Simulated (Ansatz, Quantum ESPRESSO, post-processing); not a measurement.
# Screening and band shifts of 1T-PtS2, 1 layer, part 5 of 6

Aim: how 1T-PtS2, 1 layer screens a field along its normal, and what the field does to its bands.

Quantum ESPRESSO 7.5; plane-wave DFT, vdW-DF-cx, GBRV ultrasoft pseudopotentials made under PBE; geometry and cross-check by Ansatz 0.2.0 with PAW datasets.

So far. Step 11 (Self-consistent run: field 0.4 V/Å): The dipole goes from -0.0000 to 0.1092 e Å, 0.2730 e Å per V/Å. Step 12 (Potential by pp.x): The slope in the vacuum is 0.400 eV/Å for an applied 0.40 V/Å, as it should be.

### 13. Band structure: field 0.4 V/Å

f3.bands.in reads:

```
&control
  prefix = 'f3.bands'
  outdir = './out'
  pseudo_dir = './pseudo'
  calculation = 'bands'
  tefield = .true.
  dipfield = .true.
/
&system
  ibrav = 0
  nat = 3
  ntyp = 2
  ecutwfc = 40
  ecutrho = 200
  input_dft = 'vdw-df-cx'
  occupations = 'smearing'
  smearing = 'fd'
  degauss = 0.004
  edir = 3
  emaxpos = 0.97
  eopreg = 0.04
  eamp = 0.00777876
  nbnd = 20
/
&electrons
  conv_thr = 1e-07
  mixing_beta = 0.4
  electron_maxstep = 120
  mixing_mode = 'local-TF'
/
ATOMIC_SPECIES
  S   32.0600  s_pbe_v1.4.uspp.F.UPF
  Pt  195.0840  pt_pbe_v1.4.uspp.F.UPF
CELL_PARAMETERS angstrom
  3.57420286974912 -0.00000000000000 0.00000000000000
  -1.78710143487456 3.09535048348198 -0.00000000000000
  0.00000000000000 0.00000000000000 19.01408639340000
ATOMIC_POSITIONS crystal
  S   0.666666666667 0.333333333333 0.435362688202
  Pt  -0.000000000000 0.000000000000 0.499999984956
  S   0.333333333333 0.666666666667 0.564637326843
K_POINTS crystal_b
4
  0.0000000000 0.0000000000 0.0000000000 14
  0.5000000000 0.0000000000 0.0000000000 14
  0.3333333333 0.3333333333 0.0000000000 14
  0.0000000000 0.0000000000 0.0000000000 1
```

Command:

```sh
$ cp -r out/f3.save out/f3.bands.save
$ cp out/f3.xml out/f3.bands.xml
$ OMP_NUM_THREADS=1 mpirun -n 4 pw.x -nk 4 -in f3.bands.in > f3.bands.out
```

Numbers of over 12 decimals in the logs are rounded to 6 here.

The program printed:

```text
[banner, memory and clock lines left out]
Program PWSCF v.7.5 starts
[citation notice left out]

[...]
bravais-lattice index     =            0
     lattice parameter (alat)  =       6.7543  a.u.
     unit-cell volume          =    1419.5840 (a.u.)^3
     number of atoms/cell      =            3
     number of atomic types    =            2
     number of electrons       =        28.00
     number of Kohn-Sham states=           20
     kinetic-energy cutoff     =      40.0000  Ry
     charge density cutoff     =     200.0000  Ry
     Exchange-correlation= VDW-DF-CX
                           (   1   4  27   0   1   0   0)

[...]
PseudoPot. # 1 for S  read from file:
     ./pseudo/s_pbe_v1.4.uspp.F.UPF
     Pseudo is Ultrasoft + core correction, Zval =  6.0
     Generated by new atomic code, or converted to UPF format
     Using radial grid of  907 points,  6 beta functions with:
                l(1) =   0
                l(2) =   0
                l(3) =   1
                l(4) =   1
                l(5) =   2
                l(6) =   2
     Q(r) pseudized with  8 coefficients,  rinner =    1.300   1.300   1.300
                                                       1.300   1.300

     PseudoPot. # 2 for Pt read from file:
     ./pseudo/pt_pbe_v1.4.uspp.F.UPF
     Pseudo is Ultrasoft + core correction, Zval = 16.0
     Generated by new atomic code, or converted to UPF format
     Using radial grid of  985 points,  6 beta functions with:
                l(1) =   0
                l(2) =   0
                l(3) =   1
                l(4) =   1
                l(5) =   2
                l(6) =   2
     Q(r) pseudized with  8 coefficients,  rinner =    1.300   1.300   1.300
                                                       1.300   1.300

     atomic species   valence    mass     pseudopotential
     S                 6.00    32.06000     S ( 1.00)
     Pt               16.00   195.08400     Pt( 1.00)

     No symmetry found

[...]
number of k points=    43  Fermi-Dirac smearing, width (Ry)=  0.0040
[...]
Dense  grid:    67889 G-vectors     FFT dimensions: (  32,  32, 162)

     Smooth grid:    48595 G-vectors     FFT dimensions: (  27,  27, 150)

     The potential is recalculated from file :
     ./out/f3.bands.save/charge-density

     negative rho (up, down):  1.725E-01 0.000E+00

     %%%%%%%%%%%%%%%%%%%%%%%%%%%%%%%%%%%%%%%%%%%%%%%%%%%%%%%%%%%%%%%%%%%%%%%%
     %                                                                      %
     % You are using vdW-DF, which was implemented by the Thonhauser group. %
     % possible and the two reviews that describe the various versions:     %
     %                                                                      %
     %                                                                      %
     % If you are calculating stress with vdW-DF, please also cite:         %
     %                                                                      %
     %                                                                      %
     %%%%%%%%%%%%%%%%%%%%%%%%%%%%%%%%%%%%%%%%%%%%%%%%%%%%%%%%%%%%%%%%%%%%%%%%

     %%%%%%%%%%%%%%%%%%%%%%%%%%%%%%%%%%%%%%%%%%%%%%%%%%%%%%%%%%%%%%%%%%%%%%%%
     %                                                                      %
     %  vdW-DF NEWS:                                                        %
     %                                                                      %
     %  * vdW-DF3 is now available. DOI: 10.1021/acs.jctc.0c00471           %
     %    use with input_dft = 'vdW-DF3-opt1' or 'vdW-DF3-opt2'             %
     %                                                                      %
     %  * Unscreened and range-separated hybrid vdW-DF-cx functionals       %
     %    DOI: 10.1063/1.4986522 and 10.1088/1361-648X/ac2ad2               %
     %    use with input_dft = 'vdW-DF-cx0'    and 'vdW-DF-ahcx'            %
     %  * Unscreened and range-separated hybrid vdW-DF2-b86r functionals    %
     %    DOI: 10.1063/1.4986522 and DOI: 10.1103/PhysRevX.12.041003        %
     %    use with input_dft = 'vdW-DF2-br0' and 'vdW-DF2-ahbr'             %
     %                                                                      %
     %%%%%%%%%%%%%%%%%%%%%%%%%%%%%%%%%%%%%%%%%%%%%%%%%%%%%%%%%%%%%%%%%%%%%%%%

     Adding external electric field

     Computed dipole along edir(3) :
        Dipole                0.2064 Ry au,          0.5245 Debye
        Dipole field          0.0018 Ry au,

        E field amplitude [Ha a.u.]:  7.7788E-03
        Potential amp.        0.4106 Ry
        Total length         34.4942 bohr

     Starting wfcs are   20 randomized atomic wfcs

     Band Structure Calculation
     Davidson diagonalization with overlap

     ethr =  3.57E-10,  avg # of iterations = 51.8

     End of band structure calculation

          k = 0.0000 0.0000 0.0000 (  6061 PWs)   bands (ev):

   -54.9092 -54.9092 -54.8053 -16.1406 -13.9217  -7.7040  -7.7040  -7.3197
    -5.0445  -5.0445  -2.9795  -2.8147  -2.4340  -2.4340   1.0121   1.0121
     1.3830   2.6369   3.5169   3.9163

          k = 0.0357 0.0206 0.0000 (  6059 PWs)   bands (ev):

   -54.9095 -54.9093 -54.8052 -16.1248 -13.9257  -7.7019  -7.6938  -7.3053
    -5.0675  -5.0583  -3.0696  -2.7975  -2.4252  -2.3790   0.9236   0.9888
     1.4036   2.6638   3.5570   3.9950

[...]
```

It took 74 s on 4 MPI ranks of Arm Neoverse N1, shared host; peak memory 0.7 GiB; 4.9 min of CPU time.

Band numbers count within the set of bands kept for display. Electronic bands along the path, in eV, zero at the highest filled level of the SCF mesh; v1 is the highest filled band, c1 the lowest empty one:

| point | v4 | v3 | v2 | v1 | c1 | c2 | c3 | c4 |
| --- | --- | --- | --- | --- | --- | --- | --- | --- |
| Γ | -0.81 | -0.65 | -0.27 | -0.27 | 3.18 | 3.18 | 3.55 | 4.80 |
| halfway | -2.02 | -0.42 | -0.41 | -0.15 | 1.74 | 2.75 | 4.53 | 5.78 |
| M | -2.14 | -1.99 | -1.70 | -1.35 | 2.76 | 2.96 | 5.49 | 6.70 |
| halfway | -2.27 | -2.21 | -1.09 | -0.77 | 2.28 | 2.57 | 6.17 | 7.58 |
| K | -2.48 | -2.21 | -0.75 | -0.71 | 2.11 | 2.14 | 6.82 | 8.53 |
| halfway | -2.08 | -0.79 | -0.50 | 0.00 | 2.07 | 2.12 | 4.86 | 6.13 |
| Γ | -0.81 | -0.65 | -0.27 | -0.27 | 3.18 | 3.18 | 3.55 | 4.80 |

Upper empty bands that drop with the field can be states of the vacuum, held by the sawtooth; they depend on the cell's width.

Along this path the valence top lies between K and Γ and the conduction bottom between Γ and M.

### 14. Valence density

plot_num = 0 writes the valence density.

f0.rho.in reads:

```
&inputpp
  prefix = 'f0'
  outdir = './out'
  filplot = 'f0.rho.dat'
  plot_num = 0
/
```

Command:

```sh
$ OMP_NUM_THREADS=1 mpirun -n 4 pp.x -in f0.rho.in > f0.rho.out
```

The program printed:

```text
[banner, memory and clock lines left out]
Program POST-PROC v.7.5 starts

          URL

     ./out/f0.save/

     IMPORTANT: XC functional enforced from input :
     Exchange-correlation= VDW-DF-CX
                           (   1   4  27   0   1   0   0)
     Any further DFT definition will be discarded
     Please, verify this is what you really want

     negative rho (up, down):  1.725E-01 0.000E+00

     %%%%%%%%%%%%%%%%%%%%%%%%%%%%%%%%%%%%%%%%%%%%%%%%%%%%%%%%%%%%%%%%%%%%%%%%
     %                                                                      %
     % You are using vdW-DF, which was implemented by the Thonhauser group. %
     % possible and the two reviews that describe the various versions:     %
     %                                                                      %
     %                                                                      %
     % If you are calculating stress with vdW-DF, please also cite:         %
     %                                                                      %
     %                                                                      %
     %%%%%%%%%%%%%%%%%%%%%%%%%%%%%%%%%%%%%%%%%%%%%%%%%%%%%%%%%%%%%%%%%%%%%%%%

     %%%%%%%%%%%%%%%%%%%%%%%%%%%%%%%%%%%%%%%%%%%%%%%%%%%%%%%%%%%%%%%%%%%%%%%%
     %                                                                      %
     %  vdW-DF NEWS:                                                        %
     %                                                                      %
     %  * vdW-DF3 is now available. DOI: 10.1021/acs.jctc.0c00471           %
     %    use with input_dft = 'vdW-DF3-opt1' or 'vdW-DF3-opt2'             %
     %                                                                      %
     %  * Unscreened and range-separated hybrid vdW-DF-cx functionals       %
     %    DOI: 10.1063/1.4986522 and 10.1088/1361-648X/ac2ad2               %
     %    use with input_dft = 'vdW-DF-cx0'    and 'vdW-DF-ahcx'            %
     %  * Unscreened and range-separated hybrid vdW-DF2-b86r functionals    %
     %    DOI: 10.1063/1.4986522 and DOI: 10.1103/PhysRevX.12.041003        %
     %    use with input_dft = 'vdW-DF2-br0' and 'vdW-DF2-ahbr'             %
     %                                                                      %
     %%%%%%%%%%%%%%%%%%%%%%%%%%%%%%%%%%%%%%%%%%%%%%%%%%%%%%%%%%%%%%%%%%%%%%%%

     Adding external electric field

     Computed dipole along edir(3) :
        Dipole               -0.0000 Ry au,         -0.0000 Debye
        Dipole field         -0.0000 Ry au,

        Potential amp.        0.0000 Ry
        Total length         34.4942 bohr

     Calling punch_plot, plot_num =   0
     Writing data to file  f0.rho.dat
     Message from routine chdens:
     namelist plot not found or invalid, exiting

Note: The following floating-point exceptions are signalling: IEEE_UNDERFLOW_FLAG
Note: The following floating-point exceptions are signalling: IEEE_UNDERFLOW_FLAG
Note: The following floating-point exceptions are signalling: IEEE_UNDERFLOW_FLAG
Note: The following floating-point exceptions are signalling: IEEE_UNDERFLOW_FLAG
```

Elapsed: 31 s, on 4 MPI ranks; peak memory 0.21 GiB.

Numbers from this step:

```
electrons by integration : 28.00 e
```

Mean over planes. Table of valence density, planar mean by z:

z (Å), valence density, planar mean (e/Å³) and a bar:
```
      4.5       0.00 
      5.0       0.00 
      5.5       0.00 
      6.0       0.00 
      6.5       0.01 
      7.0       0.04 #
      7.5       0.17 #####
      8.0       0.33 #########
      8.5       0.46 ############
      9.0       0.90 ########################
      9.5       1.12 ##############################
     10.0       0.92 #########################
     10.5       0.46 ############
     11.0       0.33 #########
     11.5       0.18 #####
     12.0       0.04 #
     12.5       0.01 
     13.0       0.00 
     13.5       0.00 
     14.0       0.00 
     14.5       0.00
```

Valence density in the ca plane at fractional y = 0.000, with atoms of Pt within 0.2 Å of it. It is the smooth field of the valence electrons, not physical close to the nuclei.

Ten steps, logarithmic in the rise over the least value, from '0' (-0.6 e/Å³) to '9' (6.2 e/Å³), each cell a mean:
```
44444444444444444445569999755444444444444444
44444444444444444455567887655544444444444444
44444444444444444455556666555544444444444444
44444444444444444555555555555554444444444444
44444444444444444555555555555554444444444444
44444444444444444455555555555554444444444444
44444444444444444455556776555544444444444444
44444444444444444445568998655444444444444444
44444444444444444445579709755444444444444444
```
Columns run along c (16.0 Å, from fractional 0.05 to 0.89 of the cell), rows up along a (3.6 Å). Atoms in or near the plane, at fractional coordinates: Pt at (0.50, 0.00).

The density integrates to 28.000 electrons, as the 28 of the input ask.

### 15. Valence density

f2.rho.in reads:

```
&inputpp
  prefix = 'f2'
  outdir = './out'
  filplot = 'f2.rho.dat'
  plot_num = 0
/
```

Command:

```sh
$ OMP_NUM_THREADS=1 mpirun -n 4 pp.x -in f2.rho.in > f2.rho.out
```

The job ended after 31 s (4 MPI ranks; peak memory 0.21 GiB).

### 16. Charge moved by a field of 0.2 V/Å

Numbers from this step:

```
largest charge moved across a plane : 0.001099 e/Å²
dipole step                         : -0.8920 eV
```

Planar mean against z:

z (Å), planar mean (e/Å³) and a bar from the least value:
```
        2    0.00000 ###############
        3    0.00000 ###############
        4    0.00000 ###############
        5    0.00002 ################
        6    0.00012 ##################
        7    0.00057 ##############################
        8    0.00030 #######################
        9   -0.00004 ##############
       10    0.00004 ################
       11   -0.00031 #######
       12   -0.00057 
       13   -0.00012 ############
       14   -0.00002 ###############
       15    0.00000 ###############
       16    0.00000 ###############
       17    0.00000 ###############
```

Running integral, electrons below z against z:

```
z (Å)  running integral, electrons below z (e/Å²)
  2.5                                      8.7e-8
  3.0                                      2.4e-7
  3.5                                      6.3e-7
  4.0                                      1.7e-6
  4.5                                      4.5e-6
  5.0                                      1.2e-5
  5.5                                      3.1e-5
  6.0                                      7.7e-5
  6.5                                      1.8e-4
  7.0                                      4.1e-4
  7.5                                      7.3e-4
  8.0                                      9.3e-4
  8.5                                     0.00106
  9.0                                     0.00109
  9.5                                     0.00109
 10.0                                     0.00110
 10.5                                     0.00104
 11.0                                      8.9e-4
 11.5                                      6.5e-4
 12.0                                      3.3e-4
 12.5                                      1.4e-4
 13.0                                      5.6e-5
 13.5                                      2.1e-5
 14.0                                      7.6e-6
 14.5                                      2.7e-6
 15.0                                      9.0e-7
 15.5                                      3.0e-7
 16.0                                      1.0e-7
```

### 17. Polarisability from the dipole between 0 and 0.1 V/A

This step gave:

```
change of slope in the vacuum : 0.09999 eV/Å
polarisability a cell         : 3.919 Å³
sheet polarisability 4πα/A    : 4.451 Å
```

Change of the potential energy, second field less first against z:

z (Å), change of the potential energy, second field less first (eV) and a bar from the least value:
```
      0.0     -0.363 #######
      0.5     -0.677 
      1.0     -0.627 #
      1.5     -0.577 ##
      2.0     -0.527 ###
      2.5     -0.477 #####
      3.0     -0.427 ######
      3.5     -0.377 #######
      4.0     -0.327 ########
      4.5     -0.277 #########
      5.0     -0.228 ##########
      5.5     -0.178 ###########
      6.0     -0.130 #############
      6.5     -0.085 ##############
      7.0     -0.047 ##############
      7.5     -0.020 ###############
      8.0     -0.007 ###############
      8.5     -0.002 ################
      9.0     -0.001 ################
      9.5      0.000 ################
     10.0      0.001 ################
     10.5      0.002 ################
     11.0      0.007 ################
     11.5      0.020 ################
     12.0      0.047 #################
     12.5      0.085 ##################
     13.0      0.131 ###################
     13.5      0.179 ####################
     14.0      0.228 #####################
     14.5      0.278 ######################
     15.0      0.328 #######################
     15.5      0.378 ########################
     16.0      0.428 #########################
     16.5      0.478 ###########################
     17.0      0.528 ############################
     17.5      0.578 #############################
     18.0      0.628 ##############################
     18.5      0.558 ############################
```

### 18. Dipole against field

The dipole along the normal, dipole moment by applied field:

| applied field (V/Å) | dipole along the normal, dipole moment (e·Å) |
| --- | --- |
| 0.000 | 0 |
| 0.100 | 0.0272 |
| 0.200 | 0.0545 |
| 0.400 | 0.109 |

### 19. The same in Ansatz: field 0.1 V/Å

A second code with its own PAW datasets, on the same atoms.

Level of this step: plane-wave DFT, PBE, Ansatz PAW (Ansatz 0.2.0).

input.yaml reads:

```yaml
crystal:
  lattice:
    - [3.5742028697, 0.0, 0.0]
    - [-1.7871014349, 3.0953504835, 0.0]
    - [0.0, 0.0, 19.0140863934]
  atoms:
    - { symbol: S, position: [0.6666666667, 0.3333333333, 0.4353626882] }
    - { symbol: Pt, position: [0.0, 0.0, 0.499999985] }
    - { symbol: S, position: [0.3333333333, 0.6666666667, 0.5646373268] }
kpoints:
  mp_grid: { grid: [12, 12, 1] }
hamiltonian:
  xc: pbe
scf:
  occupations: { method: fermi_dirac, width: 0.054 }
  convergence: { dr2_threshold: 1.0e-09 }
efield:
  axis: 3
  dipole_correction: true
  ramp_position: 0.97
  ramp_width: 0.04
  amplitude: 0.1
output:
  write_potential: true
  write_density: true
  volumetric_format: npy
```

Command:

```sh
$ ansatz run input.yaml --threads 4 --pin off --max-ram 8192MiB --backend cpu --events-out ev --progress --plain --runs-dir out
```

The program printed:

```text
[...]
Crystal: 3 atoms, lattice volume = 210.361 Å³
Basis set: ecut = 420 eV, 4053 PW (Γ)
Bands: 19, of which v1, the nominal top of the filled ones, is band 15 counted from 1 (14 counted from 0)
Symmetry: 6 space group operations
k-points: 19 of 144 (time reversal used)
[...]
SCF iter   1: F=—  HF=-14329.600003 eV  |F-HF|=—  |Δ(HF+E_count)|=         —  Δρ=5.47e-2  dr2=7.30e0  ethr=3.10e-3  p=0.027 e·Å  D=2.35e-2 V/Å  ΔV_dip=-0.45 eV  dr2_dipole=1.02e-6  V_vac-E_F(+/−)=5.41/4.09 eV  ⟨swp⟩=8.0  Hψ=2266  notcnv=0
[...]
SCF iter  12: F=-14328.254234 eV  HF=-14328.254234 eV  |F-HF|=4.55e-11  |Δ(HF+E_count)|=  2.80e-10  Δρ=3.20e-7  dr2=1.89e-10  ethr=3.33e-12  p=0.027 e·Å  D=2.33e-2 V/Å  ΔV_dip=-0.44 eV  dr2_dipole=9.09e-12  V_vac-E_F(+/−)=6.06/4.74 eV  ⟨swp⟩=3.5  Hψ=1455  notcnv=0
SCF 1 converged in 12 iterations: F = -14328.254234 eV  dr2 = 1.89e-10
[...]
WARN: The output density's exchange-correlation potential varies sharply where the density is thin. Do not read a vacuum level from v_tot or v_xc, or from such a field of the output density. On a cell that repeats whose density bears no net charge and no dipole along the vacuum's axis use v_es (v_loc + v_h of the components); under efield.dipole_correction with no amplitude use v_es + v_field, which holds any externa [...]
SCF converged after 12 iterations
Free energy (F): -14328.254234 eV
[...]
Internal energy: -14328.254234 eV  (E = F + TS)
E sigma→0 (E₀):  -14328.254234 eV
Entropy (-TS):   -0.000000 eV (-0.000 meV/atom)
Fermi energy:    -1.143809 eV
Dipole field:    D = 0.023256 V/Å  (p = 0.027036 e·Å, saw-weighted, corrected)
Work function:   not extracted (applied field tilts the vacuum); planar V_es + V_field profile in the machine report
[...]
--- Band table (eV; the first three rows and the last of 19) ---
  k-point 0: bands = [... 11 lower, -2.8317, -2.7110, -2.3364, -2.3364, 1.1425, 1.1425, 3.2851, 3.7695]
  k-point 1: bands = [... 11 lower, -3.2368, -2.5795, -2.2948, -2.1465, 0.7242, 1.0272, 3.4732, 3.9750]
  k-point 2: bands = [... 11 lower, -3.7646, -2.3105, -2.2757, -2.0817, -0.0125, 0.8119, 3.9077, 4.3855]
  k-point 18: bands = [... 11 lower, -4.5026, -4.2781, -2.7718, -2.7626, 0.0929, 0.0992, 4.8043, 6.8899]
```

It took 5.2 s on 4 threads; peak memory 0.45 GiB; 20 s of CPU time.

Numbers from this step:

| Quantity | Value |
| --- | --- |
| free energy | -14328.2542 eV |
| Fermi energy | -1.144 eV |
| gap by band count | 1.771 eV |
| dipole along the normal | 0.02704 e·Å |

At 0.1 V/Å Ansatz's dipole is 0.0270 e Å against 0.0272 from pw.x, under another functional.

[end of part 5 of 6]

[Logs are printed without paths, hosts, clocks, repeated set-up lines and the standing remarks that a program may print on its own settings, such as how far it seeks lower states.]

[Hosts, paths, dates, database ids (printed as entryN), source tags and the programs' standing remarks are cut or masked in the printed files.]

[Maps of the electrostatic potential energy from Ansatz leave out the sawtooth potential of an applied field or a dipole correction, so their vacuum need not be flat; planar profiles and work functions include it.]
